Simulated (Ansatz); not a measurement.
# BaSn2MoPt, from a guessed structure to a relaxed one, part 2 of 2

This structure for BaSn2MoPt is made up. Its elements were placed in a known structure type with a cell scaled to their sizes. What cell does the guess relax to, and how far off was it?

Ansatz 0.2.0; DFT, PBE, plane-wave PAW, files of the set soft_1, scalar-relativistic, no spin, cell and ions relaxed at zero pressure; PAW set soft_1 (the session's first sound run).

So far: Starting point; Relaxing cell and atoms. The relaxed cell has a = 4.825, c = 10.896 Å (conventional setting).

### 3. Electronic structure of the relaxed cell

With the geometry fixed, one more self-consistent run, with a narrower smearing and the mesh shown in its input, gives the bands, and its pressure, and its forces where symmetry allows any, show how far the geometry depends on these settings.

This step: DFT, PBE, plane-wave PAW, files of the set soft_1, scalar-relativistic, no spin, bands and density of states at the relaxed cell; PAW set soft_1 (Ansatz 0.2.0).

input.yaml reads:

```yaml
crystal:
  lattice:
    - [-2.4124301986, 2.4124301986, 5.4478839475]
    - [2.4124301986, -2.4124301986, 5.4478839475]
    - [2.4124301986, 2.4124301986, -5.4478839475]
  atoms:
    - { symbol: Pt, position: [0.3763953312, 0.3763953312, 0.0] }
    - { symbol: Ba, position: [-0.0202356404, -0.0202356404, 0.0] }
    - { symbol: Sn, position: [0.2309428298, 0.7309428298, 0.5] }
    - { symbol: Sn, position: [0.7309428298, 0.2309428298, 0.5] }
    - { symbol: Mo, position: [0.6064546497, 0.6064546497, 0.0] }
kpoints:
  mp_grid: { grid: [10, 10, 10] }
  band_path:
    path:
      - [[0.0, 0.0, 0.0], [0.5, -0.5, 0.0], [0.5, -0.5, 0.09804463], [0.29902232, -0.29902232, 0.29902232], [0.0, 0.0, 0.0], [0.5, 0.5, -0.5], [0.70097768, 0.29902232, -0.29902232], [0.5, 0.0, 0.0], [0.75, -0.25, -0.25], [0.90195537, 0.09804463, -0.5], [0.5, 0.5, -0.5]]
      - [[0.5, -0.5, 0.0], [0.75, -0.25, -0.25]]
    npoints: 7
scf:
  occupations: { method: fermi_dirac, width: 0.03 }
  n_extra_bands: 9
hamiltonian:
  xc: pbe
  pseudopotentials: { kind: paw, azcp: { folder: soft_1 } }
output:
  forces: true
  stress: true
  write_bands: true
  dos: { projected: true }
  write_density: true
  write_potential: true
  elf: true
  volumetric_format: npy
```

The run is started by

```bash
$ ansatz run input.yaml --threads 4 --pin off --max-ram 8192MiB --backend cpu --events-out ev --progress --plain --runs-dir out
```

Numbers of over 12 decimals in the logs are rounded to 6 here.

Output:

```text
[...]
Crystal: 5 atoms, lattice volume = 126.823 Å³
Basis set: ecut = 420 eV, 2471 PW (Γ), exchange–correlation on 90×90×90 points (8 copies of the dense FFT grid, shifted against one another)
Bands: 44, of which v1, the nominal top of the filled ones, is band 35 counted from 1 (34 counted from 0)
Symmetry: 8 space group operations
[...]
k-points: 102 of 1000 (time reversal used)
[...]
SCF iter   1: F=—  HF=-35487.846242 eV  |F-HF|=—  |Δ(HF+E_count)|=         —  Δρ=1.39e-1  dr2=5.55e1  ethr=3.10e-3  ⟨swp⟩=12.4  Hψ=24958  notcnv=0
[...]
SCF iter  10: F=-35479.959051 eV  HF=-35479.959051 eV  |F-HF|=1.02e-8  |Δ(HF+E_count)|=   6.52e-9  Δρ=3.60e-6  dr2=2.59e-8  ethr=1.43e-10  ⟨swp⟩=19.7  Hψ=36080  notcnv=0
SCF 1 converged in 10 iterations: F = -35479.959051 eV  dr2 = 2.59e-8
[...]
NSCF: frozen V_eff on 79 k-points
SCF converged after 10 iterations
Free energy (F): -35479.959051 eV
[...]
Internal energy: -35479.937611 eV  (E = F + TS)
E sigma→0 (E₀):  -35479.948331 eV
Entropy (-TS):   -0.021440 eV (-4.288 meV/atom)
Fermi energy:    12.814958 eV
[...]
--- Forces (eV/Å), atoms counted from 1 ---
  atom   1  Pt    -0.00000000     0.00000000     0.01448221
  atom   2  Ba    -0.00000000    -0.00000000    -0.01498169
  atom   3  Sn    -0.00000000    -0.00000000    -0.00084208
  atom   4  Sn     0.00000000    -0.00000000    -0.00084208
  atom   5  Mo     0.00000000    -0.00000000     0.00222531
  max |Σ_I F_I| component: 4.17e-5 eV/Å
--- Stress (GPa, compression-positive) ---
        0.007935      -0.000000      -0.000000
       -0.000000       0.007935       0.000000
       -0.000000       0.000000      -0.149492
  P = ⅓ Tr σ = -0.0445 GPa (-0.445 kbar)
--- Band table (eV; the first three rows and the last of 102) ---
  k-point 0: bands = [... 31 lower, 10.1288, 11.3402, 12.3398, 13.2148, 13.5814, 14.2325, 14.2325, 15.7380, ... 5 higher]
  k-point 1: bands = [... 31 lower, 10.2805, 11.5822, 12.2874, 13.2444, 13.4370, 14.2528, 14.5582, 14.6625, ... 5 higher]
  k-point 2: bands = [... 31 lower, 10.7219, 11.8446, 12.1107, 13.1414, 13.2505, 13.3370, 14.0041, 14.7888, ... 5 higher]
  k-point 101: bands = [... 31 lower, 11.3981, 12.0629, 12.2592, 12.7999, 12.7999, 13.1851, 14.7754, 15.1528, ... 5 higher]
```

It took 30 s on 4 threads of Arm Neoverse V1, shared host; peak memory 0.82 GiB.

This step gave:

| Quantity | Value |
| --- | --- |
| free energy | -35479.9591 eV |
| energy at zero smearing | -35479.9483 eV |
| smearing term TS | 0.02144 eV |
| Fermi energy | 12.81 eV |
| pressure | -0.04454 GPa |

bands.tsv at the labelled points (eV, zero at the Fermi level; the bands that come nearest the Fermi level along the path):

```tsv
point	band 32	band 33	band 34	band 35	band 36	band 37	band 38	band 39
Γ	-2.69	-1.47	-0.48	0.40	0.77	1.42	1.42	2.92
X	-1.47	-1.27	-0.84	-0.68	-0.13	0.20	0.38	0.73
Y	-1.67	-1.27	-0.91	-0.64	0.05	0.34	0.58	0.92
S	-1.50	-1.13	-1.07	-0.19	0.08	0.75	1.00	2.12
Γ	-2.69	-1.47	-0.48	0.40	0.77	1.42	1.42	2.92
Z	-1.42	-0.75	-0.56	-0.02	-0.02	0.37	1.96	2.34
S1	-1.50	-1.13	-1.07	-0.19	0.08	0.75	1.00	2.12
N	-1.67	-1.42	-1.20	-0.23	0.55	0.56	1.50	1.78
P	-1.44	-1.06	-1.06	-0.68	-0.16	0.45	0.45	0.54
Y1	-1.67	-1.27	-0.91	-0.64	0.05	0.34	0.58	0.92
Z	-1.42	-0.75	-0.56	-0.02	-0.02	0.37	1.96	2.34
X	-1.47	-1.27	-0.84	-0.68	-0.13	0.20	0.38	0.73
P	-1.44	-1.06	-1.06	-0.68	-0.16	0.45	0.45	0.54
```

Counts of states for the cell as run, both spins, by energy window (eV from the Fermi level):

```csv
from,to,total
-8,-7,1.67
-7,-6,0.82
-6,-5,0.22
-5,-4,2.31
-4,-3,8.67
-3,-2,3.10
-2,-1,3.89
-1,0,3.77
0,1,4.63
1,2,2.61
2,3,2.31
3,4,3.56
```

Below -8 eV lie 45.5 more states.

ELF in the ac plane of the conventional cell at fractional y = 0.000, with atoms of Pt and Ba and Sn and Mo within 0.2 Å of it. It is the smooth field of the valence electrons, not physical close to the nuclei.

Values, 24 rows by 14 columns, each cell a mean:
```
0.03 0.37 0.83 0.69 0.21 0.05 0.07 0.08 0.05 0.09 0.47 0.83 0.68 0.11
0.51 0.73 0.80 0.51 0.13 0.07 0.13 0.14 0.09 0.07 0.30 0.72 0.82 0.60
0.78 0.70 0.48 0.19 0.09 0.18 0.28 0.30 0.23 0.12 0.11 0.33 0.62 0.76
0.27 0.21 0.13 0.13 0.24 0.33 0.34 0.34 0.34 0.29 0.17 0.10 0.16 0.25
0.13 0.15 0.22 0.32 0.34 0.30 0.24 0.22 0.27 0.33 0.35 0.27 0.18 0.14
0.22 0.26 0.37 0.42 0.33 0.18 0.05 0.03 0.11 0.27 0.38 0.42 0.30 0.23
0.22 0.22 0.33 0.44 0.33 0.13 0.01 0.00 0.05 0.24 0.40 0.40 0.26 0.22
0.56 0.39 0.27 0.41 0.40 0.26 0.13 0.11 0.19 0.34 0.44 0.32 0.32 0.50
0.65 0.65 0.45 0.34 0.47 0.43 0.35 0.34 0.39 0.47 0.40 0.36 0.58 0.66
0.49 0.68 0.53 0.27 0.35 0.47 0.47 0.46 0.48 0.43 0.28 0.38 0.66 0.60
0.65 0.57 0.33 0.17 0.21 0.29 0.31 0.31 0.31 0.26 0.17 0.22 0.47 0.63
0.37 0.32 0.26 0.24 0.23 0.19 0.14 0.13 0.16 0.21 0.24 0.24 0.28 0.35
0.39 0.38 0.37 0.37 0.32 0.20 0.11 0.09 0.15 0.27 0.36 0.38 0.37 0.38
0.53 0.48 0.36 0.32 0.33 0.26 0.18 0.16 0.22 0.30 0.33 0.33 0.43 0.51
0.60 0.55 0.44 0.32 0.35 0.35 0.32 0.31 0.33 0.36 0.33 0.36 0.51 0.58
0.58 0.54 0.43 0.35 0.40 0.39 0.35 0.35 0.37 0.40 0.37 0.37 0.50 0.57
0.48 0.41 0.33 0.35 0.34 0.29 0.23 0.22 0.26 0.32 0.36 0.33 0.36 0.45
0.28 0.26 0.28 0.30 0.28 0.17 0.05 0.03 0.10 0.25 0.29 0.30 0.26 0.27
0.19 0.19 0.23 0.28 0.27 0.13 0.01 0.00 0.06 0.23 0.28 0.26 0.20 0.19
0.08 0.10 0.17 0.28 0.31 0.25 0.13 0.11 0.19 0.30 0.30 0.23 0.13 0.09
0.07 0.07 0.09 0.21 0.34 0.37 0.35 0.34 0.36 0.37 0.28 0.13 0.07 0.07
0.53 0.41 0.21 0.11 0.21 0.37 0.45 0.46 0.42 0.29 0.14 0.15 0.33 0.50
0.80 0.81 0.66 0.30 0.10 0.16 0.28 0.31 0.22 0.11 0.17 0.50 0.76 0.81
0.26 0.59 0.84 0.61 0.17 0.06 0.11 0.12 0.08 0.08 0.38 0.78 0.76 0.36
```
Columns run along a (4.8 Å), rows up along c (10.9 Å), edges of the conventional cell, whose origin can differ from the input's. Atoms in or near the plane, at fractional coordinates: Pt at (0.00, 0.38), Ba at (0.00, 0.98), Sn at (0.50, 0.23), Sn at (0.50, 0.73), Mo at (0.00, 0.61).

Valence density in the ac plane of the conventional cell at fractional y = 0.000, with atoms of Pt and Ba and Sn and Mo within 0.2 Å of it. It is the smooth field of the valence electrons, not physical close to the nuclei.

Values in e/Å³, 24 rows by 14 columns, each cell a mean:
```
 1  1  1  1  0  0  0  0  0  0  0  1  1  1
 1  1  1  0  0  0  0  0  0  0  0  1  1  1
 1  1  0  0  0  0  0  0  0  0  0  0  0  1
 0  0  0  0  0  0  0  0  0  0  0  0  0  0
 0  0  0  0  0  1  1  2  1  0  0  0  0  0
 0  0  0  0  1  2  7  8  4  1  0  0  0  0
 0  0  0  0  1  4  9 11  6  2  0  0  0  0
 2  1  0  0  0  1  4  5  2  1  0  0  1  2
 6  4  1  0  0  0  0  1  0  0  0  1  3  5
 7  5  2  0  0  0  0  0  0  0  0  1  4  6
 4  3  1  0  0  0  0  0  0  0  0  0  2  4
 1  1  0  0  0  0  0  0  0  0  0  0  0  1
 1  1  0  0  0  0  0  0  0  0  0  0  1  1
 5  3  1  0  0  0  0  0  0  0  0  1  2  5
11  7  2  1  0  0  0  0  0  0  0  1  5 10
 9  6  2  0  0  0  0  0  0  0  0  1  4  8
 3  2  1  0  0  1  1  2  1  0  0  0  1  2
 0  0  0  0  1  2  7  8  4  1  0  0  0  0
 0  0  0  0  1  4  9 11  6  2  0  0  0  0
 0  0  0  0  0  1  4  5  2  1  0  0  0  0
 0  0  0  0  0  0  0  1  0  0  0  0  0  0
 0  0  0  0  0  0  0  0  0  0  0  0  0  0
 1  1  1  0  0  0  0  0  0  0  0  0  1  1
 1  1  1  0  0  0  0  0  0  0  0  1  1  1
```
Columns run along a (4.8 Å), rows up along c (10.9 Å), edges of the conventional cell, whose origin can differ from the input's. Atoms in or near the plane, at fractional coordinates: Pt at (0.00, 0.38), Ba at (0.00, 0.98), Sn at (0.50, 0.23), Sn at (0.50, 0.73), Mo at (0.00, 0.61).

Electrostatic potential energy in the ac plane of the conventional cell at fractional y = 0.000, with atoms of Pt and Ba and Sn and Mo within 0.2 Å of it. With pseudopotentials it is smooth inside the atoms' cores, unlike the true potential.

Ten even steps from '0' (-54 eV) to '9' (16 eV), each cell a mean:
```
01479999998620
13689999998742
67899999999876
99999998999999
99998765689999
99997588668999
99996699858999
46888566568875
01589877899730
00489999999620
13699999999852
78999999999987
78999999999987
13799999999852
00489999999710
01589999999720
46898765689874
99997588668999
99996699858999
99997566568999
99999877899999
88999999999988
45789999999865
02589999998631
```
Columns run along a (4.8 Å; values clipped at the 3rd and 97th percentile), rows up along c (10.9 Å), edges of the conventional cell, whose origin can differ from the input's. Atoms in or near the plane, at fractional coordinates: Pt at (0.00, 0.38), Ba at (0.00, 0.98), Sn at (0.50, 0.23), Sn at (0.50, 0.73), Mo at (0.00, 0.61).

### 4. Outcome

```json
{
  "space group, relaxed": "I4mm",
  "conventional cell": "a = 4.825, b = 4.825, c = 10.896 Å; α = 90.0°, β = 90.0°, γ = 90.0°",
  "volume per atom": "25.36 Å³ (guess 26.12)"
}
```

In words: BaSn2MoPt relaxes to I4mm with a = 4.825, b = 4.825 and c = 10.896 Å. The guessed volume was 3 % too large. The space group I4mm was held in the relaxation, so the end point is a stationary structure within it and may be a saddle against distortions or other arrangements. Bands cross the Fermi level, so it is a metal or semimetal at this level. On the 10×10×10 mesh with the narrower smearing (relaxed on 8×8×8) the largest force component is 0.015 eV/Å and the largest stress component is 0.149 GPa, against the relaxation's thresholds of 0.015 eV/Å and 0.05 GPa. The cutoff wasn't tested. Spin-orbit coupling is left out, which can matter for elements this heavy. No dispersion term is used, so weakly bound directions may come out too long. The runs have no spin, and magnetism wasn't tested. Nothing here tests whether the compound is stable against decomposition.

[Logs are printed without paths, hosts, clocks, repeated set-up lines and the standing remarks that a program may print on its own settings, such as how far it seeks lower states.]

[Hosts, paths, dates, database ids (printed as entryN), source tags and the programs' standing remarks are cut or masked in the printed files.]
